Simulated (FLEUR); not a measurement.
**CaCo2As2: which magnetic order is lowest**

Wanted: the moments of CaCo2As2 and the energy of each order that was tried.

Calculated with FLEUR MaX-R8.1; PBEsol; all-electron FLAPW, Dirac cores, scalar-relativistic bands.

### 1. The starting structure

It takes space group I4/mmm (No. 139, tetragonal). The conventional cell has a = 4.009 Å, b = 4.009 Å, c = 10.094 Å, α = 90.00°, β = 90.00°, γ = 90.00°. Ca has 10 As at 3.15 to 3.67 Å and 8 Co at 3.22 Å nearest. Nearest to Co lie 4 As at 2.31 Å and 4 Co at 2.83 Å and 4 Ca at 3.22 Å. As has 4 Co at 2.31 Å and 5 As at 2.76 to 3.64 Å and 5 Ca at 3.15 to 3.67 Å nearest. Farther neighbours are not listed.

Structure file:

```
Ca Co As
1.0
    -2.00436    2.00436    5.04701
     2.00436   -2.00436    5.04701
     2.00436    2.00436   -5.04701
Ca Co As
1 2 2
Direct
  0.00000 0.00000 0.00000
  0.75000 0.25000 0.50000
  0.25000 0.75000 0.50000
  0.36348 0.36348 0.00000
  0.63652 0.63652 0.00000
```

The cell comes from a database of computed structures and need not be the stable phase.

### 2. Run 1 (ferro ++)

The parallel start comes first: it shows whether parallel moments hold.

inpgen writes inp.xml from crystal.txt; cutoffs, mixing, functional, smearing and local orbitals are then set in the file. The k list default-1 (kpts.xml, not shown) is a Γ-centred 10×10×10 mesh; where the ranks do not divide the number of points, some are split in two of half the weight.

inp.xml

```
<?xml version="1.0" encoding="UTF-8" standalone="no"?>
<fleurInput fleurInputVersion="0.39">
   <comment>
      CaCo2As2
   </comment>
   <calculationSetup>
      <cutoffs Kmax="3.85" Gmax="11.6" GmaxXC="11.6" numbands="0"/>
      <scfLoop itmax="90" minDistance="0.00002" maxIterBroyd="15" imix="Anderson" alpha="0.05" precondParam="0.0" spinf="2.0" sdNocoIR="T"/>
      <coreElectrons ctail="T" frcor="F" kcrel="0" coretail_lmax="0"/>
      <xcFunctional name="PBEs" relativisticCorrections="F"/>
      <magnetism jspins="2"/>
      <soc l_soc="F" theta="0.0" phi="0.0" spav="F"/>
      <expertModes spex="0" secvar="F"/>
      <geometryOptimization l_f="F" forcealpha="1.0" forcemix="BFGS" epsdisp="0.00001" epsforce="0.00001"/>
      <ldaU l_linMix="F" mixParam="0.05" spinf="1.0"/>
   </calculationSetup>
   <cell>
      <bzIntegration valenceElectrons="74.0" mode="hist" fermiSmearingEnergy="0.00293995">
         <kPointListSelection listName="default-1"/>
         <xi:include xmlns:xi="http://www.w3.org/2001/XInclude" href="kpts.xml"> </xi:include>
      </bzIntegration>
      <xi:include xmlns:xi="http://www.w3.org/2001/XInclude" href="sym.xml"> </xi:include>
      <bulkLattice scale="1.0">
         <bravaisMatrix>
            <row-1>   -3.7876941184832558     3.7876941184832558     9.5374636247446194</row-1>
            <row-2>    3.7876941184832558    -3.7876941184832558     9.5374636247446194</row-2>
            <row-3>    3.7876941184832558     3.7876941184832558    -9.5374636247446194</row-3>
         </bravaisMatrix>
      </bulkLattice>
   </cell>
   <atomSpecies>
      <species name="Calcium (Ca)" element="Ca" atomicNumber="20">
         <mtSphere radius="2.8" gridPoints="925" logIncrement="0.013"/>
         <atomicCutoffs lmax="10" lnonsphr="8"/>
         <electronConfig flipSpins="F">
            <coreConfig>(1s1/2) (2s1/2) (2p1/2) (2p3/2)</coreConfig>
            <valenceConfig>(3s1/2) (3p1/2) (3p3/2) (4s1/2)</valenceConfig>
         </electronConfig>
         <energyParameters s="4" p="4" d="3" f="4"/>
         <lo type="SCLO" l="0" n="3" eDeriv="0"/>
         <lo type="SCLO" l="1" n="3" eDeriv="0"/>
      </species>
      <species name="Cobalt (Co2.002" element="Co" atomicNumber="27">
         <mtSphere radius="2.13" gridPoints="705" logIncrement="0.017"/>
         <atomicCutoffs lmax="8" lnonsphr="6"/>
         <electronConfig flipSpins="F">
            <coreConfig>(1s1/2) (2s1/2) (2p1/2) (2p3/2)</coreConfig>
            <valenceConfig>(3s1/2) (3p1/2) (3p3/2) (4s1/2) (3d3/2) (3d5/2)</valenceConfig>
            <stateOccupation state="(3d3/2)" spinUp="1.501" spinDown="1.299"/>
            <stateOccupation state="(3d5/2)" spinUp="3.0" spinDown="1.2"/>
         </electronConfig>
         <energyParameters s="4" p="4" d="3" f="4"/>
         <lo type="SCLO" l="0" n="3" eDeriv="0"/>
         <lo type="SCLO" l="1" n="3" eDeriv="0"/>
      </species>
      <species name="Arsenic (As)" element="As" atomicNumber="33">
         <mtSphere radius="2.13" gridPoints="705" logIncrement="0.018"/>
         <atomicCutoffs lmax="8" lnonsphr="6"/>
         <electronConfig flipSpins="F">
            <coreConfig>(1s1/2) (2s1/2) (2p1/2) (2p3/2) (3s1/2) (3p1/2) (3p3/2)</coreConfig>
            <valenceConfig>(4s1/2) (3d3/2) (3d5/2) (4p1/2) (4p3/2)</valenceConfig>
            <stateOccupation state="(4p1/2)" spinUp="0.500000" spinDown="0.500000"/>
            <stateOccupation state="(4p3/2)" spinUp="1.000000" spinDown="1.000000"/>
         </electronConfig>
         <energyParameters s="4" p="4" d="3" f="4"/>
      </species>
   </atomSpecies>
   <atomGroups>
      <atomGroup species="Calcium (Ca)">
         <relPos label="                   1">.0000000000 .0000000000 .0000000000</relPos>
         <force calculate="T" relaxXYZ="TTT"/>
      </atomGroup>
      <atomGroup species="Cobalt (Co2.002">
         <relPos label="                   2">-1.000/4.000 1.000/4.000 1.000/2.000</relPos>
         <relPos label="                   3">1.000/4.000 -1.000/4.000 1.000/2.000</relPos>
         <force calculate="T" relaxXYZ="TTT"/>
      </atomGroup>
      <atomGroup species="Arsenic (As)">
         <relPos label="                   4">.3634838400 .3634838400 .0000000000</relPos>
         <relPos label="                   5">-.3634838400 -.3634838400 .0000000000</relPos>
         <force calculate="T" relaxXYZ="TTT"/>
      </atomGroup>
   </atomGroups>
   <output dos="F" band="F" slice="F">
      <bandDOS minEnergy="-.5*Htr" maxEnergy="0.5*Htr" sigma="0.015" storeEVData="T"/>
      <plotting iplot="0" polar="F">
         <plot TwoD="T" vec1="  1.0  0.0  0.0" vec2="  0.0  1.0  0.0" vec3="  0.0  0.0  1.0" zero="  0.0  0.0  0.0" file="plot"/>
      </plotting>
      <moessbauerParams electricFieldGradient="F" isomerShift="F" coreHyperfine="F" valenceHyperfine="F"/>
   </output>
</fleurInput>
```

crystal.txt

```
CaCo2As2
&input film=F cartesian=F /
-2.00436140940  2.00436140940  5.04700840010
2.00436140940  -2.00436140940  5.04700840010
2.00436140940  2.00436140940  -5.04700840010
1.8897261246
1.0 1.0 1.0

5
20 0.00000000000  0.00000000000  0.00000000000
27 0.75000000000  0.25000000000  0.50000000000 : 2.002
27 0.25000000000  0.75000000000  0.50000000000 : 2.002
33 0.36348384000  0.36348384000  0.00000000000
33 0.63651616000  0.63651616000  0.00000000000

&kpt div1=10 div2=10 div3=10 gamma=T /
```

On the command line:

```console
$ OMP_NUM_THREADS=1 inpgen -f crystal.txt > inpgen.log  # inp.xml is then edited as shown
$ OMP_NUM_THREADS=1 mpirun -n 4 fleur_MPI > fleur.log
```

What it wrote:

```text
Welcome to FLEUR        (www.flapw.de)
      MaX-Release 8.1          (www.max-centre.eu)

 ========== k-point set info ==========
 Selected k-point list: default-1
 k-point list type: mesh
 0 x 0 x 0
 Number of k points: 104

 ------------Calculation Setup---------------------------
 Number of MPI-tasks      :            4
 Number of PE/node        :            4
 Number of OMP-threads    :            1
 k-points in parallel     :            4
 pe's per k-point         :            1
 No of k-point loops      :           26
 Eigenvalue solver        :       lapack
 Number of basis functions:          581
 Approximate size of matrices (H+S) per k-point:         0.005 GB
 --------------------------------------------------------
 Iteration:     1   Distance:      24.34664453 me/bohr^3
 Iteration:     2   Distance:      18.97464060 me/bohr^3
 Iteration:     3   Distance:      14.43375893 me/bohr^3
 Iteration:     4   Distance:      13.30834292 me/bohr^3
 Iteration:     5   Distance:       5.37518200 me/bohr^3
 Iteration:     6   Distance:       4.63031855 me/bohr^3
 Iteration:     7   Distance:       5.53394353 me/bohr^3
 Iteration:     8   Distance:       2.91187346 me/bohr^3
 Iteration:     9   Distance:       1.64648946 me/bohr^3
 Iteration:    10   Distance:       1.38390780 me/bohr^3
 Iteration:    11   Distance:       0.55518867 me/bohr^3
 Iteration:    12   Distance:       0.50510973 me/bohr^3
 Iteration:    13   Distance:       0.23352912 me/bohr^3
 Iteration:    14   Distance:       0.07513561 me/bohr^3
 Iteration:    15   Distance:       0.05637134 me/bohr^3
 Iteration:    16   Distance:       0.05606465 me/bohr^3
 Iteration:    17   Distance:       0.05444935 me/bohr^3
 Iteration:    18   Distance:       0.02291144 me/bohr^3
 Iteration:    19   Distance:       0.01353751 me/bohr^3
 Iteration:    20   Distance:       0.01151699 me/bohr^3
 Iteration:    21   Distance:       0.00642176 me/bohr^3
 Iteration:    22   Distance:       0.00184254 me/bohr^3
 Iteration:    23   Distance:       0.00415442 me/bohr^3
 Iteration:    24   Distance:       0.00063105 me/bohr^3
 Iteration:    25   Distance:       0.00046230 me/bohr^3
 Iteration:    26   Distance:       0.00012274 me/bohr^3
 Iteration:    27   Distance:       0.00003340 me/bohr^3
 Iteration:    28   Distance:       0.00001844 me/bohr^3

 ********************************************************************
 Run finished successfully
 Stop message:
   all done
 ********************************************************************

--- out.xml (last complete iteration) ---
<iteration numberForCurrentRun="   28" overallNumber="   28">
         [... left out ...]
         <bandgap value="0.0028927880" units="eV"/>
         <sumValenceSingleParticleEnergies value="-53.5978645131" units="Htr"/>
         <FermiEnergy value="0.3357083436" units="Htr"/>
         <valenceDensity>
            <mtCharges spin="1">
               <mtCharge atomType="1" total="4.3567451" s="1.0654276" p="3.0482381" d="0.2261535" f="0.0138065"/>
               <mtCharge atomType="2" total="8.2088538" s="1.1426242" p="3.1362026" d="3.9219978" f="0.0065234"/>
               <mtCharge atomType="3" total="6.4113382" s="0.6041143" p="0.7939853" d="5.0018226" f="0.0090059"/>
            </mtCharges>
            <mtCharges spin="2">
               <mtCharge atomType="1" total="4.3434923" s="1.0672366" p="3.0467777" d="0.2122850" f="0.0140652"/>
               <mtCharge atomType="2" total="7.5300373" s="1.1340724" p="3.1336886" d="3.2544020" f="0.0063972"/>
               <mtCharge atomType="3" total="6.4028832" s="0.6011234" p="0.7880885" d="5.0026426" f="0.0089844"/>
            </mtCharges>
            <spinDependentCharge spin="1" total="37.6989822" interstitial="4.1018532" mtSpheres="33.5971290"/>
            <spinDependentCharge spin="2" total="36.3010178" interstitial="4.0916845" mtSpheres="32.2093333"/>
            <totalCharge value="74.0000000000"/>
         </valenceDensity>
         [... left out ...]
         <allElectronCharges>
            <spinDependentCharge spin="1" total="70.6989822" interstitial="4.1025705" mtSpheres="66.5964116"/>
            <spinDependentCharge spin="2" total="69.3010178" interstitial="4.0924016" mtSpheres="65.2086162"/>
            <totalCharge value="139.9999999829"/>
         </allElectronCharges>
         <magneticMomentsInMTSpheres units="muBohr">
            <globalMagMoment atomType="1" vec="0.00000   0.00000   0.01325"/>
            <localMagMoment atomType="1" vec="0.00000   0.00000   0.01325"/>
            <globalMagMoment atomType="2" vec="0.00000   0.00000   0.67882"/>
            <localMagMoment atomType="2" vec="0.00000   0.00000   0.67882"/>
            <globalMagMoment atomType="3" vec="0.00000   0.00000   0.00845"/>
            <localMagMoment atomType="3" vec="0.00000   0.00000   0.00845"/>
         </magneticMomentsInMTSpheres>
         <moessbauerParams unitsHFF="kG" unitsIS="e/bohr^3" unitsEFG="Htr/bohr^2">
         </moessbauerParams>
         <totalEnergy value="    -7983.1549568769" units="Htr">
            <sumOfEigenvalues value="    -4598.3213136262">
               <coreElectrons value="-4544.7234491131"/>
               <valenceElectrons value="-53.5978645131"/>
            </sumOfEigenvalues>
            <densityCoulombPotentialIntegral value="-12313.2502514008"/>
            <densityEffectivePotentialIntegral value="-12728.6621847501"/>
            <chargeDenXCDenIntegral value="-316.9234228043"/>
            <FockExchangeEnergyValence value="0.0000000000"/>
            <FockExchangeEnergyCore value="0.0000000000"/>
            <atomTypeDependentContributions atomType="1">
               <electronNucleiInteractionDifferentMTs value="805.3829398899"/>
               <MadelungTerm value="-7.8591838081"/>
            </atomTypeDependentContributions>
            <atomTypeDependentContributions atomType="2">
               <electronNucleiInteractionDifferentMTs value="3332.4658557990"/>
               <MadelungTerm value="-22.6198663584"/>
            </atomTypeDependentContributions>
            <atomTypeDependentContributions atomType="3">
               <electronNucleiInteractionDifferentMTs value="5432.1940951987"/>
               <MadelungTerm value="-39.4253384421"/>
            </atomTypeDependentContributions>
            <tkbTimesEntropy value="0.0022589357"/>
            <freeEnergy value="-7983.1572158126"/>
            <extrapolationTo0K value="-7983.1560863447"/>
         </totalEnergy>
         <densityConvergence units="me/bohr^3">
            <chargeDensity spin="1" distance="0.0000085240"/>
            <chargeDensity spin="2" distance="0.0000133420"/>
            <overallChargeDensity distance="0.0000127015"/>
            <spinDensity distance="0.0000184393"/>
         </densityConvergence>
      </iteration>
```

It took 3.6 min on 4 MPI ranks of Arm Neoverse V2, shared host; peak memory 0.37 GiB.

Spin moment in the muffin-tin sphere by atom:

| atom | spin moment in the muffin-tin sphere (μB) |
| --- | --- |
| Ca1 | 0.013 |
| Co2 | 0.679 |
| Co3 | 0.679 |
| As4 | 0.008 |
| As5 | 0.008 |

Numbers from this step:

```
free energy                                                       : -217232.7745 eV
program's band gap on this mesh (in a metal only a level spacing) : 0.002893 eV
magnetization                                                     : 1.398 μB
final state                                                       : ferromagnetic
```

After 28 cycles the largest moment stands at 0.679 μB.

### 3. Order 2, typed as antiferro +-

Reversing part of the moments tests the sign of the couplings between them.

inp.xml: that of step 2 with these lines changed.

```diff
@@ -55,2 +55,15 @@
       </species>
+      <species name="Cobalt (Co-2.002" element="Co" atomicNumber="27">
+         <mtSphere radius="2.13" gridPoints="705" logIncrement="0.017"/>
+         <atomicCutoffs lmax="8" lnonsphr="6"/>
+         <electronConfig flipSpins="F">
+            <coreConfig>(1s1/2) (2s1/2) (2p1/2) (2p3/2)</coreConfig>
+            <valenceConfig>(3s1/2) (3p1/2) (3p3/2) (4s1/2) (3d3/2) (3d5/2)</valenceConfig>
+            <stateOccupation state="(3d3/2)" spinUp="1.299" spinDown="1.501"/>
+            <stateOccupation state="(3d5/2)" spinUp="1.2" spinDown="3.0"/>
+         </electronConfig>
+         <energyParameters s="4" p="4" d="3" f="4"/>
+         <lo type="SCLO" l="0" n="3" eDeriv="0"/>
+         <lo type="SCLO" l="1" n="3" eDeriv="0"/>
+      </species>
       <species name="Arsenic (As)" element="As" atomicNumber="33">
@@ -74,2 +87,5 @@
          <relPos label="                   2">-1.000/4.000 1.000/4.000 1.000/2.000</relPos>
+         <force calculate="T" relaxXYZ="TTT"/>
+      </atomGroup>
+      <atomGroup species="Cobalt (Co-2.002">
          <relPos label="                   3">1.000/4.000 -1.000/4.000 1.000/2.000</relPos>
```

crystal.txt: that of step 2 with these lines changed.

```diff
@@ -11,3 +11,3 @@
 27 0.75000000000  0.25000000000  0.50000000000 : 2.002
-27 0.25000000000  0.75000000000  0.50000000000 : 2.002
+27 0.25000000000  0.75000000000  0.50000000000 : -2.002
 33 0.36348384000  0.36348384000  0.00000000000
```

What it wrote:

```text
[banner, memory and clock lines left out]
Welcome to FLEUR        (www.flapw.de)
      MaX-Release 8.1          (www.max-centre.eu)

 ========== k-point set info ==========
 Selected k-point list: default-1
 k-point list type: mesh
 0 x 0 x 0
 Number of k points: 104

 ------------Calculation Setup---------------------------
 Number of PE/node        :            4
 Number of OMP-threads    :            1
 k-points in parallel     :            4
 pe's per k-point         :            1
 No of k-point loops      :           26
 Eigenvalue solver        :       lapack
 Number of basis functions:          581
 Approximate size of matrices (H+S) per k-point:         0.010 GB
 Iteration:     1   Distance:      26.17427229 me/bohr^3
 Iteration:     2   Distance:      21.42394847 me/bohr^3
 Iteration:     3   Distance:      14.96902986 me/bohr^3
 Iteration:     4   Distance:      13.59615791 me/bohr^3
 Iteration:     5   Distance:       5.62213409 me/bohr^3
 Iteration:     6   Distance:       5.48054953 me/bohr^3
 Iteration:     7   Distance:       3.34645893 me/bohr^3
 Iteration:     8   Distance:       4.16783607 me/bohr^3
 Iteration:     9   Distance:       2.81315287 me/bohr^3
 Iteration:    10   Distance:       2.65063316 me/bohr^3
[... 33 iterations left out ...]
 Iteration:    44   Distance:       0.00006855 me/bohr^3
 Iteration:    45   Distance:       0.00006456 me/bohr^3
 Iteration:    46   Distance:       0.00005995 me/bohr^3
 Iteration:    47   Distance:       0.00005610 me/bohr^3
 Iteration:    48   Distance:       0.00005300 me/bohr^3
 Iteration:    49   Distance:       0.00005030 me/bohr^3
 Iteration:    50   Distance:       0.00003872 me/bohr^3
 Iteration:    51   Distance:       0.00002957 me/bohr^3
 Iteration:    52   Distance:       0.00002578 me/bohr^3
 Iteration:    53   Distance:       0.00001206 me/bohr^3

 ********************************************************************
 Run finished successfully
 Stop message:
   all done
 ********************************************************************

--- out.xml (last complete iteration) ---
<iteration numberForCurrentRun="   53" overallNumber="   53">
         [... left out ...]
         <bandgap value="0.0011987479" units="eV"/>
         <sumValenceSingleParticleEnergies value="-53.5326575680" units="Htr"/>
         <FermiEnergy value="0.3362107181" units="Htr"/>
         <valenceDensity>
            <mtCharges spin="1">
               <mtCharge atomType="1" total="4.3486417" s="1.0666130" p="3.0482284" d="0.2167085" f="0.0139629"/>
               <mtCharge atomType="2" total="7.8732093" s="1.1374006" p="3.1333350" d="3.5945468" f="0.0064350"/>
               <mtCharge atomType="3" total="7.8732104" s="1.1374006" p="3.1333350" d="3.5945479" f="0.0064350"/>
               <mtCharge atomType="4" total="6.4056045" s="0.6026167" p="0.7894181" d="5.0023328" f="0.0089943"/>
            </mtCharges>
            <mtCharges spin="2">
               <mtCharge atomType="1" total="4.3486417" s="1.0666130" p="3.0482284" d="0.2167085" f="0.0139629"/>
               <mtCharge atomType="2" total="7.8732103" s="1.1374006" p="3.1333350" d="3.5945478" f="0.0064350"/>
               <mtCharge atomType="3" total="7.8732093" s="1.1374006" p="3.1333350" d="3.5945468" f="0.0064350"/>
               <mtCharge atomType="4" total="6.4056045" s="0.6026167" p="0.7894181" d="5.0023328" f="0.0089943"/>
            </mtCharges>
            <spinDependentCharge spin="1" total="37.0000001" interstitial="4.0937297" mtSpheres="32.9062703"/>
            <spinDependentCharge spin="2" total="36.9999999" interstitial="4.0937297" mtSpheres="32.9062702"/>
            <totalCharge value="74.0000000000"/>
         </valenceDensity>
         [... left out ...]
         <magneticMomentsInMTSpheres units="muBohr">
            <globalMagMoment atomType="1" vec="0.00000   0.00000   0.00000"/>
            <localMagMoment atomType="1" vec="0.00000   0.00000   0.00000"/>
            <globalMagMoment atomType="2" vec="0.00000   0.00000   0.00000"/>
            <localMagMoment atomType="2" vec="0.00000   0.00000   0.00000"/>
            <globalMagMoment atomType="3" vec="0.00000   0.00000   0.00000"/>
            <localMagMoment atomType="3" vec="0.00000   0.00000   0.00000"/>
            <globalMagMoment atomType="4" vec="0.00000   0.00000   0.00000"/>
            <localMagMoment atomType="4" vec="0.00000   0.00000   0.00000"/>
         </magneticMomentsInMTSpheres>
         [... left out ...]
         <totalEnergy value="    -7983.1500944238" units="Htr">
            <sumOfEigenvalues value="    -4598.2434915724">
               <coreElectrons value="-4544.7108340045"/>
               <valenceElectrons value="-53.5326575680"/>
            </sumOfEigenvalues>
            <densityCoulombPotentialIntegral value="-12313.1553831806"/>
            <densityEffectivePotentialIntegral value="-12728.5546456005"/>
            <chargeDenXCDenIntegral value="-316.9136631587"/>
            <FockExchangeEnergyValence value="0.0000000000"/>
            <FockExchangeEnergyCore value="0.0000000000"/>
         [... left out ...]
            <tkbTimesEntropy value="0.0045185796"/>
            <freeEnergy value="-7983.1546130034"/>
            <extrapolationTo0K value="-7983.1523537136"/>
         </totalEnergy>
         <densityConvergence units="me/bohr^3">
            <chargeDensity spin="1" distance="0.0000070973"/>
            <chargeDensity spin="2" distance="0.0000073913"/>
            <overallChargeDensity distance="0.0000080382"/>
            <spinDensity distance="0.0000120578"/>
         </densityConvergence>
      </iteration>
```

Elapsed: 12 min, on 4 MPI ranks; peak memory 0.5 GiB; 49 min of CPU time.

The spin moment in the muffin-tin sphere vanishes on all atoms.

Numbers from this step:

```
free energy                                                       : -217232.7036 eV
program's band gap on this mesh (in a metal only a level spacing) : 0.001199 eV
final state                                                       : non-magnetic
```

It lies 35.4 meV a seeded atom over the first start.

[end of part 1 of 2]

[Logs and program files are shortened in this print: banners, set-up blocks, solver, clock and traceback lines can be left out without a mark of their own.]

[Logs are printed without paths, hosts, clocks, repeated set-up lines and the standing remarks that a program may print on its own settings, such as how far it seeks lower states.]

[Hosts, paths, dates, database ids (printed as entryN), source tags and the programs' standing remarks are cut or masked in the printed files.]

[Where a cell is said to come from a database of computed structures, the database is the Materials Project.]
